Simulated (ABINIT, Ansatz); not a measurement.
Planning a run of ABINIT 10.8.3 on NaAsF6 (Fm-3m). The input:

```
acell 3*1.0 Angstrom
rprim 
  -0.000000000000 3.983049320000 3.983049320000
  3.983049320000 -0.000000000000 3.983049320000
  3.983049320000 3.983049320000 0.000000000000
ntypat 3
znucl 11 33 9
natom 8
typat 1 2 3 3 3 3 3 3
xred 
  0.500000000000 0.500000000000 0.500000000000
  0.000000000000 0.000000000000 0.000000000000
  0.781629880000 0.781629880000 0.218370120000
  0.218370120000 0.781629880000 0.218370120000
  0.781629880000 0.218370120000 0.218370120000
  0.218370120000 0.218370120000 0.781629880000
  0.781629880000 0.218370120000 0.781629880000
  0.218370120000 0.781629880000 0.781629880000
pp_dirpath "pseudos"
pseudos "Na.upf, As.upf, F.upf"
ecut 38
iscf -2
irdden 1
kptopt 0
nkpt 26
kpt 
  0.00000000 0.00000000 0.00000000
  0.12500000 0.00000000 0.12500000
  0.25000000 0.00000000 0.25000000
  0.37500000 0.00000000 0.37500000
  0.50000000 0.00000000 0.50000000
  0.53125000 0.06250000 0.53125000
  0.56250000 0.12500000 0.56250000
  0.59375000 0.18750000 0.59375000
  0.62500000 0.25000000 0.62500000
  0.37500000 0.37500000 0.75000000
  0.28125000 0.28125000 0.56250000
  0.18750000 0.18750000 0.37500000
  0.09375000 0.09375000 0.18750000
  0.00000000 0.00000000 0.00000000
  0.12500000 0.12500000 0.12500000
  0.25000000 0.25000000 0.25000000
  0.37500000 0.37500000 0.37500000
  0.50000000 0.50000000 0.50000000
  0.50000000 0.43750000 0.56250000
  0.50000000 0.37500000 0.62500000
  0.50000000 0.31250000 0.68750000
  0.50000000 0.25000000 0.75000000
  0.50000000 0.18750000 0.68750000
  0.50000000 0.12500000 0.62500000
  0.50000000 0.06250000 0.56250000
  0.50000000 0.00000000 0.50000000
istwfk *1
nband 40
nbdbuf 2
tolwfr 1e-08
nstep 40
prtwf 0
prtvol 0
indata_prefix "in"
outdata_prefix "out"
tmpdata_prefix "tmp"
```

```sh
OMP_NUM_THREADS=1 mpirun -n 4 abinit run.abi > log
```

Question: Estimate wall time and host memory on 4 MPI ranks of Arm Neoverse V2, shared host.

It took 63 s; on shared hardware allow 31 s to 2.1 min. Peak host memory was 0.5 GiB.

[Paths, hosts, dates, memory and timing lines, banners, echoed tables and standing remarks are left out of the program output.]

[Logs are printed without paths, hosts, clocks, repeated set-up lines and the standing remarks that a program may print on its own settings, such as how far it seeks lower states.]

[Runs of the session that timed out or met a known fault of the program may be left out.]

[Hosts, paths, dates, database ids (printed as entryN), source tags and the programs' standing remarks are cut or masked in the printed files.]

[G0W0 gaps are taken among the corrected bands and points alone; a level outside them can change the order at an edge.]

[Where Ansatz stands beside ABINIT at settings called matched, ABINIT's density can come from a denser mesh and the files from another edition; pairs whose starting gaps differed by over 0.03 eV were left out, so agreement reads better than it is.]
